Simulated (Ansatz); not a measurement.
# TaSnO3 (Pm-3m): following an unstable mode

Which phase does TaSnO3 (Pm-3m) fall into along its unstable mode, and how much energy does it gain?

Program: Ansatz 0.2.0. Level of theory: DFT PBEsol, scalar-relativistic, plane waves, PAW; PAW set soft_1. Results are calculated unless marked as measured.

## (1) Starting point

The structure is cubic, space group Pm-3m (No. 221). The conventional cell has a = 4.024 Å, b = 4.024 Å, c = 4.024 Å, α = 90.00°, β = 90.00°, γ = 90.00°. Nearest to Ta lie 6 O at 2.01 Å. Nearest to Sn lie 12 O at 2.85 Å. Nearest to O lie 2 Ta at 2.01 Å. Farther neighbours and most contacts between anions are not listed.

## (2) The dispersion

The cell comes from relaxations at this level that are not shown. Stability and thermal properties need the whole zone. Linear response on a 4×4×4 q mesh gives force constants as far as a supercell of that size would.

File input.yaml:

```yaml
crystal:
  lattice:
    - [4.0241795564, 0.0, 0.0]
    - [0.0, 4.0241795564, 0.0]
    - [0.0, 0.0, 4.0241795564]
  atoms:
    - { symbol: Ta, position: [0.5, 0.5, 0.5] }
    - { symbol: Sn, position: [0.0, 0.0, 0.0] }
    - { symbol: O, position: [0.0, 0.5, 0.5] }
    - { symbol: O, position: [0.5, 0.0, 0.5] }
    - { symbol: O, position: [0.5, 0.5, 0.0] }
kpoints:
  mp_grid: { grid: [12, 12, 12] }
hamiltonian:
  xc: pbesol
  pseudopotentials: { kind: paw, azcp: { folder: soft_1 }, xc_functional: pbe }
scf:
  occupations: { method: methfessel_paxton, width: 0.2 }
output:
  eigenvalues: true
phonons:
  method: dfpt
  qmesh: [4, 4, 4]
  temperatures: { t_max: 1000, t_step: 50 }
  qpath:
    path:
      - [[0.0, 0.0, 0.0], [0.0, 0.5, 0.0], [0.5, 0.5, 0.0], [0.0, 0.0, 0.0], [0.5, 0.5, 0.5], [0.0, 0.5, 0.0]]
      - [[0.5, 0.5, 0.5], [0.5, 0.5, 0.0]]
    npoints: 10
```

Started as:

```
$ ansatz run input.yaml --threads 4 --pin off --max-ram 10240MiB --backend cpu --events-out ev --progress --plain --runs-dir out
```

Numbers of over 12 decimals in the logs are rounded to 6 here.

The program printed:

```text
Engine: ansatz 0.2.0, aarch64-unknown-linux-gnu
Pseudopotentials: kind: paw
Pseudopotential: Ta, paw, valence charge 13, recommended cutoff 420 eV (normal), soft_1/Ta.paw.azcp
Pseudopotential: Sn, paw, valence charge 14, recommended cutoff 420 eV (normal), soft_1/Sn.paw.azcp
Pseudopotential: O, paw, valence charge 6, recommended cutoff 420 eV (normal), soft_1/O.paw.azcp
Functional definition: PBEsol
  exchange = pbesol_x
  correlation = pbesol_c
Crystal: 5 atoms, lattice volume = 65.168 Å³
Basis set: ecut = 420 eV, 1309 PW (Γ), exchange–correlation on 54×54×54 points (8 copies of the dense FFT grid, shifted against one another)
Bands: 28, of which v1, the nominal top of the filled ones, is band 23 counted from 1 (22 counted from 0)
Symmetry: 48 space group operations
k-points: 84 of 1728
Non-local potential: Ta, projectors of the file, l = 0: 3, l = 1: 2, l = 2: 2, l = 3: 1
Non-local potential: Sn, projectors of the file, l = 0: 2, l = 1: 2, l = 2: 2, l = 3: 1
Non-local potential: O, projectors of the file, l = 0: 2, l = 1: 2, l = 2: 1
PAW form: soft (Blöchl's): semilocal exchange-correlation on the pseudo side does not see the compensation charge
PAW frozen core: Ta, regenerated for the run's functional, and the local potential with it (the file was generated under x = pbe(κ = 0.804, μ = 0.219515), c = pbe(β = 0.066725))
PAW frozen core: Sn, regenerated for the run's functional, and the local potential with it (the file was generated under x = pbe(κ = 0.804, μ = 0.219515), c = pbe(β = 0.066725))
PAW frozen core: O, regenerated for the run's functional, and the local potential with it (the file was generated under x = pbe(κ = 0.804, μ = 0.219515), c = pbe(β = 0.066725))
PAW one-centre angular grid: Ta, 590 points (default); XC on 64 Gauss nodes
PAW one-centre angular grid: Sn, 590 points (default); XC on 64 Gauss nodes
PAW one-centre angular grid: O, 110 points (default); XC on 64 Gauss nodes
Initial density: superposition of atomic densities (chi_scale 0.1, normalization cell, long waves kept (reshape's long-wave potential 0.00 eV rms))
Initial wavefunctions: pseudopotential atomic-orbital guess
Functional: x = pbesol(κ = 0.804, μ = 0.123457), c = pbesol(β = 0.046)
SCF iter   1: F=—  HF=-17442.426475 eV  |F-HF|=—  |Δ(HF+E_count)|=         —  Δρ=4.77e-2  dr2=1.34e0  ethr=3.10e-3  ⟨swp⟩=5.3  Hψ=9627  notcnv=0
preconditioner: auto → Kerker (q_TF=auto, 2.565 Å⁻¹)  [metal: Δε(μ)=0.046 eV  Ē_g=14.801 eV  σ=0.200 eV  W_gap=0.19  n_scr=18 (ndim 8)  ℏωp=28.0 eV  f_vac=0.000  D(μ)=1.50/eV (n_scr^D=6)]
SCF iter   2: F=—  HF=-17442.280482 eV  |F-HF|=—  |Δ(HF+E_count)|=   1.46e-1  S|Δr|=    0.00e0  Δρ=2.56e-2  dr2=3.87e-1  ethr=2.98e-3  ⟨swp⟩=2.0  Hψ=3401  notcnv=0  defer=37
SCF iter   3: F=—  HF=-17442.239907 eV  |F-HF|=—  |Δ(HF+E_count)|=   4.06e-2  S|Δr|=    0.00e0  Δρ=1.31e-2  dr2=6.41e-2  ethr=8.59e-4  ⟨swp⟩=2.1  Hψ=3448  notcnv=0  defer=37
SCF iter   4: F=—  HF=-17442.228941 eV  |F-HF|=—  |Δ(HF+E_count)|=   1.10e-2  S|Δr|=    0.00e0  Δρ=2.69e-3  dr2=3.95e-3  ethr=1.42e-4  ⟨swp⟩=2.5  Hψ=4023  notcnv=0  defer=32
SCF iter   5: F=—  HF=-17442.229644 eV  |F-HF|=—  |Δ(HF+E_count)|=   7.03e-4  S|Δr|=    0.00e0  Δρ=6.87e-4  dr2=3.78e-4  ethr=8.78e-6  ⟨swp⟩=2.6  Hψ=3680  notcnv=0  defer=32
SCF iter   6: F=—  HF=-17442.229734 eV  |F-HF|=—  |Δ(HF+E_count)|=   8.93e-5  S|Δr|=    0.00e0  Δρ=2.12e-4  dr2=3.42e-5  ethr=8.40e-7  ⟨swp⟩=2.5  Hψ=3470  notcnv=0  defer=32
SCF iter   7: F=—  HF=-17442.229739 eV  |F-HF|=—  |Δ(HF+E_count)|=   5.12e-6  S|Δr|=    0.00e0  Δρ=6.09e-5  dr2=2.03e-6  ethr=7.59e-8  ⟨swp⟩=2.0  Hψ=3739  notcnv=0  defer=32
SCF iter   8: F=—  HF=-17442.229737 eV  |F-HF|=—  |Δ(HF+E_count)|=   2.26e-6  S|Δr|=    0.00e0  Δρ=1.50e-5  dr2=9.35e-8  ethr=4.51e-9  ⟨swp⟩=2.0  Hψ=3464  notcnv=0  defer=32
SCF iter   9: F=—  HF=-17442.229737 eV  |F-HF|=—  |Δ(HF+E_count)|=   3.11e-8  S|Δr|=    0.00e0  Δρ=2.83e-6  dr2=3.37e-9  ethr=2.08e-10  ⟨swp⟩=2.0  Hψ=3878  notcnv=0  defer=32
SCF iter  10: F=—  HF=-17442.229737 eV  |F-HF|=—  |Δ(HF+E_count)|=  9.09e-10  S|Δr|=    0.00e0  Δρ=3.04e-7  dr2=3.76e-11  ethr=7.50e-12  ⟨swp⟩=2.0  Hψ=3460  notcnv=0  defer=32
SCF iter  11: F=-17442.229737 eV  HF=-17442.229737 eV  |F-HF|=3.64e-12  |Δ(HF+E_count)|=  1.09e-11  S|Δr|=    0.00e0  Δρ=3.73e-8  dr2=7.15e-13  ethr=1.00e-12  ⟨swp⟩=7.6  Hψ=10189  notcnv=0
SCF 1 converged in 11 iterations: F = -17442.229737 eV  dr2 = 7.15e-13
  greatest PAW one-centre occupation: 0.999 electrons in one spin orbital (limit 2), on the Ta atom at site 0 (counted from 0), in its partial waves of l = 0
phonons: the bands overlap, so this run is a metal and interpolates without the dipole-dipole term. If the crystal is really an insulator or semiconductor, its LO-TO splitting is missing
NSCF: frozen V_eff on 84 k-points
NSCF: frozen V_eff on 343 k-points
DFPT response loops at q = (0, 0, 0) (fractional): preconditioner auto → Kerker (q_TF=auto, 2.565 Å⁻¹) (partly filled bands, converged f_vac=0.000); β = 1.00, the filter's whole step (`scf.mixing.beta` (0.50) is not read by the response loops under this deck's `scf.mixing.preconditioner`; to damp them name `kerker` or `kerker_dos`, under which they read `scf.mixing.beta`, and type it under 1.00, their step now; both keys bind the ground state too); Broyden in place of MSR1
NSCF: frozen V_eff on 1176 k-points
DFPT response loops at q = (0, 0, 0.25) (fractional): mixed as the last ones told, above
NSCF: frozen V_eff on 686 k-points
DFPT response loops at q = (0, 0, -0.5) (fractional): mixed as the last ones told, above
NSCF: frozen V_eff on 2016 k-points
DFPT response loops at q = (0, 0.25, 0.25) (fractional): mixed as the last ones told, above
NSCF: frozen V_eff on 1176 k-points
DFPT response loops at q = (0, 0.25, -0.5) (fractional): mixed as the last ones told, above
NSCF: frozen V_eff on 686 k-points
DFPT response loops at q = (0, -0.5, -0.5) (fractional): mixed as the last ones told, above
NSCF: frozen V_eff on 3456 k-points
DFPT response loops at q = (0.25, 0.25, 0.25) (fractional): mixed as the last ones told, above
NSCF: frozen V_eff on 2016 k-points
DFPT response loops at q = (0.25, 0.25, -0.5) (fractional): mixed as the last ones told, above
NSCF: frozen V_eff on 1176 k-points
DFPT response loops at q = (0.25, -0.5, -0.5) (fractional): mixed as the last ones told, above
NSCF: frozen V_eff on 686 k-points
DFPT response loops at q = (-0.5, -0.5, -0.5) (fractional): mixed as the last ones told, above
SCF converged after 11 iterations
Stability not checked: this state was not tested for a lower state beside it, because cold or Methfessel-Paxton smearing, or corrected tetrahedra, fill the levels in a way that the test cannot read (fill_not_monotonic; see scf.lower_state_search)
Free energy (F): -17442.229737 eV
Harris-Foulkes:  -17442.229737 eV  (|F-HF|=3.64e-12)
Internal energy: -17442.220704 eV  (E = F + TS)
E sigma→0 (E₀):  -17442.227479 eV
Entropy (-TS):   -0.009033 eV (-1.807 meV/atom)
Fermi energy:    13.743095 eV
--- Per-component energies (eV) ---
  E_band       = -215.213755
  E_kinetic    = 1059.618080
  E_local      = -2457.797111  (includes V_loc(G=0)·N_el)
  E_nonlocal   = 297.576063
  E_hartree    = 1011.825394
  E_xc         = -654.992172
  E_vxc        = -584.961946  (∫ρ·V_xc dr)
  E_paw        = -12944.979212  (= ΣΔE_a)
  E_vpaw       = -553.302308  (= ΣTr[D̂ρ^β])
  E_aug_tail   = 0.002663  (compensation charges beyond the density's cutoff)
  E_ewald      = -3754.078825
  E_core_change = 0.604416  (= ΣΔE_core)
  E_smearing   = -0.009033  (= −TS)
  E_closure    = -0.000000  (closes the sum)
  Σ components = -17442.229737   (vs F -17442.229737, Δ=0.00e0)
--- Band table (eV; the first three rows and the last of 84) ---
  k-point 0: bands = [... 19 lower, 9.3743, 9.3743, 9.3743, 12.9903, 12.9903, 12.9903, 17.1719, 17.1719, ... 1 higher]
  k-point 1: bands = [... 19 lower, 9.2000, 9.3470, 9.3470, 12.9959, 13.1845, 13.1845, 16.7157, 17.1210, ... 1 higher]
  k-point 2: bands = [... 19 lower, 9.0622, 9.3225, 9.3225, 13.0112, 13.6790, 13.6790, 15.8511, 16.9895, ... 1 higher]
  k-point 83: bands = [... 19 lower, 10.0415, 10.0415, 10.0415, 16.1275, 16.1275, 16.1275, 17.2395, 17.2395, ... 1 higher]
--- Phonons (Γ-DFPT): 4 representative perturbations + reference (Σ response iterations 12) ---
  ASR residual: 7.660e-4 → 0.000e0 eV/Å²; symmetrization residual: 5.323e-6 eV/Å²
  ASR residual per site (eV/Å²): 7.66e-4 2.52e-6 4.81e-4 4.81e-4 4.81e-4
  Γ frequencies (cm⁻¹): -33.44 -33.44 -33.44 0.00 0.00 0.00 259.79 259.79 259.79 269.31 269.31 269.31 557.76 557.76 557.76
--- Phonons (arbitrary-q DFPT): 10 irreducible q on the 4×4×4 mesh ---
  q = [0.0000, 0.0000, 0.0000] (star 1, of the zone-centre solve; hermiticity 5.95e-7, symmetrization 2.62e-12): -33.44 -33.44 -33.44 -0.00 -0.00 0.00 259.79 259.79 259.79 269.31 269.31 269.31 557.76 557.76 557.76
  q = [0.0000, 0.0000, 0.2500] (star 6, 9 solved perturbations in 4536 linear systems a pass and spin channel, the states on 588 of 1728 k-point pairs; hermiticity 4.10e-7, symmetrization 1.65e-13): -40.46 -40.46 -15.26 -15.26 28.67 128.07 210.02 210.02 245.99 245.99 246.82 259.59 525.56 525.56 594.04
  q = [0.0000, 0.0000, -0.5000] (star 3, 9 solved perturbations in 2646 linear systems a pass and spin channel, the states on 343 of 1728 k-point pairs; hermiticity 3.04e-7, symmetrization 4.42e-10): -25.19 -25.19 62.31 62.31 90.03 173.70 198.45 198.45 249.67 258.22 258.22 318.83 518.33 518.33 657.65
  q = [0.0000, 0.2500, 0.2500] (star 12, 9 solved perturbations in 7686 linear systems a pass and spin channel, the states on 1008 of 1728 k-point pairs; hermiticity 3.21e-7, symmetrization 4.88e-14): -55.97 -18.93 -13.80 46.97 116.56 140.74 192.77 198.14 203.22 244.62 258.28 280.19 506.59 588.13 599.81
  q = [0.0000, 0.2500, -0.5000] (star 12, 15 solved perturbations on 588 of 1728 k-point pairs; hermiticity 2.40e-7, symmetrization 4.72e-10): -26.20 -14.83 59.71 66.17 101.13 145.85 180.30 188.34 206.97 253.89 262.58 323.37 497.20 589.15 683.07
  q = [0.0000, -0.5000, -0.5000] (star 3, 9 solved perturbations in 2646 linear systems a pass and spin channel, the states on 343 of 1728 k-point pairs; hermiticity 3.81e-7, symmetrization 4.94e-10): -8.57 24.80 24.80 41.77 88.84 194.18 194.18 199.80 199.80 290.02 290.02 325.43 486.46 644.83 723.14
  q = [0.2500, 0.2500, 0.2500] (star 8, 4 solved perturbations in 4536 linear systems a pass and spin channel, the states on 1728 of 1728 k-point pairs; hermiticity 2.12e-7, symmetrization 1.41e-12): 9.36 9.36 36.89 116.19 116.19 147.21 183.16 198.75 198.75 268.09 268.09 298.78 594.93 594.93 611.56
  q = [0.2500, 0.2500, -0.5000] (star 12, 9 solved perturbations in 7686 linear systems a pass and spin channel, the states on 1008 of 1728 k-point pairs; hermiticity 2.42e-7, symmetrization 5.07e-10): -14.65 17.02 25.67 85.45 109.84 130.45 152.13 186.62 199.08 260.63 274.45 312.48 597.65 604.16 704.40
  q = [0.2500, -0.5000, -0.5000] (star 6, 9 solved perturbations in 4536 linear systems a pass and spin channel, the states on 588 of 1728 k-point pairs; hermiticity 4.20e-7, symmetrization 5.28e-10): -13.72 -13.34 23.33 23.33 109.42 109.42 150.61 194.52 194.52 283.92 283.92 296.28 613.03 658.81 748.36
  q = [-0.5000, -0.5000, -0.5000] (star 1, 4 solved perturbations in 931 linear systems a pass and spin channel, the states on 343 of 1728 k-point pairs; hermiticity 3.69e-7, symmetrization 5.05e-10): 24.78 24.78 24.78 36.35 36.35 36.35 187.55 187.55 187.55 271.13 271.13 271.13 672.12 672.12 787.09
  sum rule: each row above includes the acoustic sum rule's correction from the zone centre's row sums; it moved no ω² by more than (2.86 cm⁻¹)²
  mesh force constants: q→R imaginary residual 1.45e-18; ASR residual 7.660e-4 → 0.000e0 eV/Å²; symmetrization residual 2.132e-14 eV/Å²
  interpolated dispersion: 62 rows × 15 modes
  density of states and harmonic sums: on the 16×16×16 q-mesh, interpolated from the force constants of a 4×4×4 supercell (no non-analytic term)
  largest difference from the sums on the solved wave vectors: F 9.77e-2 eV, S 1.29e-4 and C_V 3.11e-5 eV/K
  zero-point energy: 0.220243 eV/cell   skipped modes (ω ≤ 0): 270, of them read as no rigid motion or as one in doubt: 267 (1.561e0 modes/cell left out, lowest -55.98 cm⁻¹)   left out of the sums: 1.04e-1 of the cell's modes: C_V's classical limit lies that fraction below 3 k_B per atom; for a crystal, a wire or a layer, F and S can be off by more, and a phonons.interpolated_qmesh denser along its periods is the remedy for the sampling
```

It took 47 min on 4 threads of Arm Neoverse V1, shared host; peak memory 6.1 GiB.

Reading the cycles: dr2 is the Hartree energy of the density residual (eV), the measure of convergence; HF is the Harris–Foulkes estimate of the energy, which meets the free energy F at convergence.

This step gave:

```
volume per atom                                         : 13.03 Å³
gap on the k-mesh                                       : 0 eV
sum-rule residual before enforcement                    : 7.66e-4 eV/Å²
lowest frequency on the path                            : -57.08 cm⁻¹
point group                                             : m-3m
highest frequency on the path or at a solved wavevector : 787.1 cm⁻¹
highest optical mode at the zone centre (no LO-TO term) : 557.8 cm⁻¹
lowest optical zone-centre mode                         : -33.44 cm⁻¹
lowest mode on the q mesh (acoustic modes at Γ apart)   : -55.97 cm⁻¹
```

Frequencies (cm⁻¹) solved at each irreducible wavevector; negative means imaginary. Frequencies by wavevector, by row:

| q in reciprocal lattice units | star | mode 1 | mode 2 | mode 3 | mode 4 | mode 13 | mode 14 | mode 15 |
| --- | --- | --- | --- | --- | --- | --- | --- | --- |
| 0 0 0 | 1 | -33.4 | -33.4 | -33.4 | 0 | 557.8 | 557.8 | 557.8 |
| 0 0 0.25 | 6 | -40.5 | -40.5 | -15.3 | -15.3 | 525.6 | 525.6 | 594 |
| 0 0 -0.5 | 3 | -25.2 | -25.2 | 62.3 | 62.3 | 518.3 | 518.3 | 657.6 |
| 0 0.25 0.25 | 12 | -56 | -18.9 | -13.8 | 47 | 506.6 | 588.1 | 599.8 |
| 0 0.25 -0.5 | 12 | -26.2 | -14.8 | 59.7 | 66.2 | 497.2 | 589.1 | 683.1 |
| 0 -0.5 -0.5 | 3 | -8.6 | 24.8 | 24.8 | 41.8 | 486.5 | 644.8 | 723.1 |
| 0.25 0.25 0.25 | 8 | 9.4 | 9.4 | 36.9 | 116.2 | 594.9 | 594.9 | 611.6 |
| 0.25 0.25 -0.5 | 12 | -14.7 | 17 | 25.7 | 85.5 | 597.6 | 604.2 | 704.4 |
| 0.25 -0.5 -0.5 | 6 | -13.7 | -13.3 | 23.3 | 23.3 | 613 | 658.8 | 748.4 |
| -0.5 -0.5 -0.5 | 1 | 24.8 | 24.8 | 24.8 | 36.4 | 672.1 | 672.1 | 787.1 |

Interpolated from a 4×4×4 q mesh. Phonon branches along the path, in cm⁻¹:

| point | branch 1 | branch 2 | branch 3 | branch 4 | branch 12 | branch 13 | branch 14 | branch 15 |
| --- | --- | --- | --- | --- | --- | --- | --- | --- |
| Γ | -33 | -33 | -33 | 0 | 269 | 558 | 558 | 558 |
| halfway | -40 | -40 | -15 | -15 | 260 | 526 | 526 | 594 |
| X | -25 | -25 | 62 | 62 | 319 | 518 | 518 | 658 |
| halfway | -26 | -15 | 60 | 66 | 323 | 497 | 589 | 683 |
| M | -9 | 25 | 25 | 42 | 325 | 486 | 645 | 723 |
| halfway | -56 | -19 | -14 | 47 | 280 | 507 | 588 | 600 |
| Γ | -33 | -33 | -33 | 0 | 269 | 558 | 558 | 558 |
| halfway | 9 | 9 | 37 | 116 | 299 | 595 | 595 | 612 |
| R | 25 | 25 | 25 | 36 | 271 | 672 | 672 | 787 |
| halfway | -15 | 17 | 26 | 85 | 312 | 598 | 604 | 704 |
| X | -25 | -25 | 62 | 62 | 319 | 518 | 518 | 658 |
| jump to R | 25 | 25 | 25 | 36 | 271 | 672 | 672 | 787 |
| halfway | -14 | -13 | 23 | 23 | 296 | 613 | 659 | 748 |
| M | -9 | 25 | 25 | 42 | 325 | 486 | 645 | 723 |

Symmetry leaves 10 wavevectors to solve. The lowest mode among them, the acoustic zeros apart, lies at q = (0, 0.25, 0.25) and is imaginary, 56.0i cm⁻¹, so the energy falls along it.

## (3) The mode frozen in, largest atomic shift 0 Å

The mode followed lies at Γ with frequency 33.4i cm⁻¹ and is 3-fold degenerate, one of the unstable modes though not the softest. At small amplitude the distorted cell has space group no. 99 by a symmetry search on the positions. The undistorted cell that holds it gives the zero of energy on the same k mesh.

input.yaml, the sections that differ from step 2:

```yaml
output:
  forces: true
  stress: true
  eigenvalues: true
# crystal, kpoints, hamiltonian, scf: as in step 2
# phonons: removed
```

The program printed:

```text
[...]
Crystal: 5 atoms, lattice volume = 65.168 Å³
Basis set: ecut = 420 eV, 1309 PW (Γ), exchange–correlation on 54×54×54 points (8 copies of the dense FFT grid, shifted against one another)
Bands: 28, of which v1, the nominal top of the filled ones, is band 23 counted from 1 (22 counted from 0)
Symmetry: 48 space group operations
[...]
k-points: 84 of 1728
[...]
k-point 0: bands = [... 19 lower, 9.3742, 9.3742, 9.3742, 12.9902, 12.9902, 12.9902, 17.1719, 17.1719, ... 1 higher]
  k-point 1: bands = [... 19 lower, 9.1999, 9.3469, 9.3469, 12.9958, 13.1845, 13.1845, 16.7157, 17.1209, ... 1 higher]
  k-point 2: bands = [... 19 lower, 9.0621, 9.3224, 9.3224, 13.0112, 13.6789, 13.6789, 15.8510, 16.9895, ... 1 higher]
  k-point 83: bands = [... 19 lower, 10.0414, 10.0414, 10.0414, 16.1274, 16.1274, 16.1274, 17.2394, 17.2394, ... 1 higher]
[key lines of the parts left out:]
SCF converged after 8 iterations
Free energy (F): -17442.229737 eV
Fermi energy:    13.743066 eV
P = ⅓ Tr σ = -0.0080 GPa (-0.080 kbar)
```

Elapsed: 2.8 s, on 4 threads; peak memory 0.46 GiB.

This run has no spin polarisation although its electron count is odd.

Numbers from this step:

```yaml
pressure: -0.007991 GPa
energy_from_the_undistorted_cell: 0 meV/atom
```

## (4) The mode frozen in, largest atomic shift 0.14 Å

The atoms are moved along the unstable eigenvector, the largest shift by 0.14 Å, with the cell fixed.

input.yaml, the sections that differ from step 3:

```yaml
crystal:
  lattice:
    - [4.0241795564, 0.0, 0.0]
    - [0.0, 4.0241795564, 0.0]
    - [0.0, 0.0, 4.0241795564]
  atoms:
    - { symbol: Ta, position: [0.5, 0.4845313064, 0.5] }
    - { symbol: Sn, position: [0.0, 0.0347897001, 0.0] }
    - { symbol: O, position: [0.0, 0.4683609565, 0.5] }
    - { symbol: O, position: [0.5, -0.0199057362, 0.5] }
    - { symbol: O, position: [0.5, 0.4683609565, 0.0] }
# kpoints, hamiltonian, scf, output: as in step 3
```

The program printed:

```text
[...]
Crystal: 5 atoms, lattice volume = 65.168 Å³
Basis set: ecut = 420 eV, 1309 PW (Γ), exchange–correlation on 54×54×54 points (8 copies of the dense FFT grid, shifted against one another)
Bands: 28, of which v1, the nominal top of the filled ones, is band 23 counted from 1 (22 counted from 0)
Symmetry: 8 space group operations
[...]
k-points: 196 of 1728 (time reversal used)
[...]
k-point 0: bands = [... 19 lower, 9.3057, 9.3057, 9.3938, 12.9811, 13.0559, 13.0559, 16.8094, 17.2829, ... 1 higher]
  k-point 1: bands = [... 19 lower, 9.1476, 9.2890, 9.3869, 13.0597, 13.1747, 13.2287, 16.7110, 16.9480, ... 1 higher]
  k-point 2: bands = [... 19 lower, 9.0544, 9.2779, 9.3663, 13.0795, 13.6618, 13.6883, 15.9604, 16.8457, ... 1 higher]
  k-point 195: bands = [... 19 lower, 9.9168, 10.0355, 10.0355, 16.1850, 16.1994, 16.1994, 17.2414, 17.2414, ... 1 higher]
[key lines of the parts left out:]
SCF converged after 10 iterations
Free energy (F): -17442.234346 eV
Fermi energy:    13.789490 eV
P = ⅓ Tr σ = 0.7144 GPa (7.144 kbar)
```

The job ended after 13 s (4 threads; peak memory 0.64 GiB; 50 s of CPU time).

Numbers from this step:

| Property | Result |
| --- | --- |
| pressure | 0.7144 GPa |
| energy from the undistorted cell | -0.931 meV/atom |

The energy, extrapolated to zero smearing, is -0.93 meV/atom against the undistorted cell.

The run ends at a pressure of 0.71 GPa, with forces up to 0.037 eV/Å.

[end of part 1 of 2]

[Logs are printed without paths, hosts, clocks, repeated set-up lines and the standing remarks that a program may print on its own settings, such as how far it seeks lower states.]

[Hosts, paths, dates, database ids (printed as entryN), source tags and the programs' standing remarks are cut or masked in the printed files.]
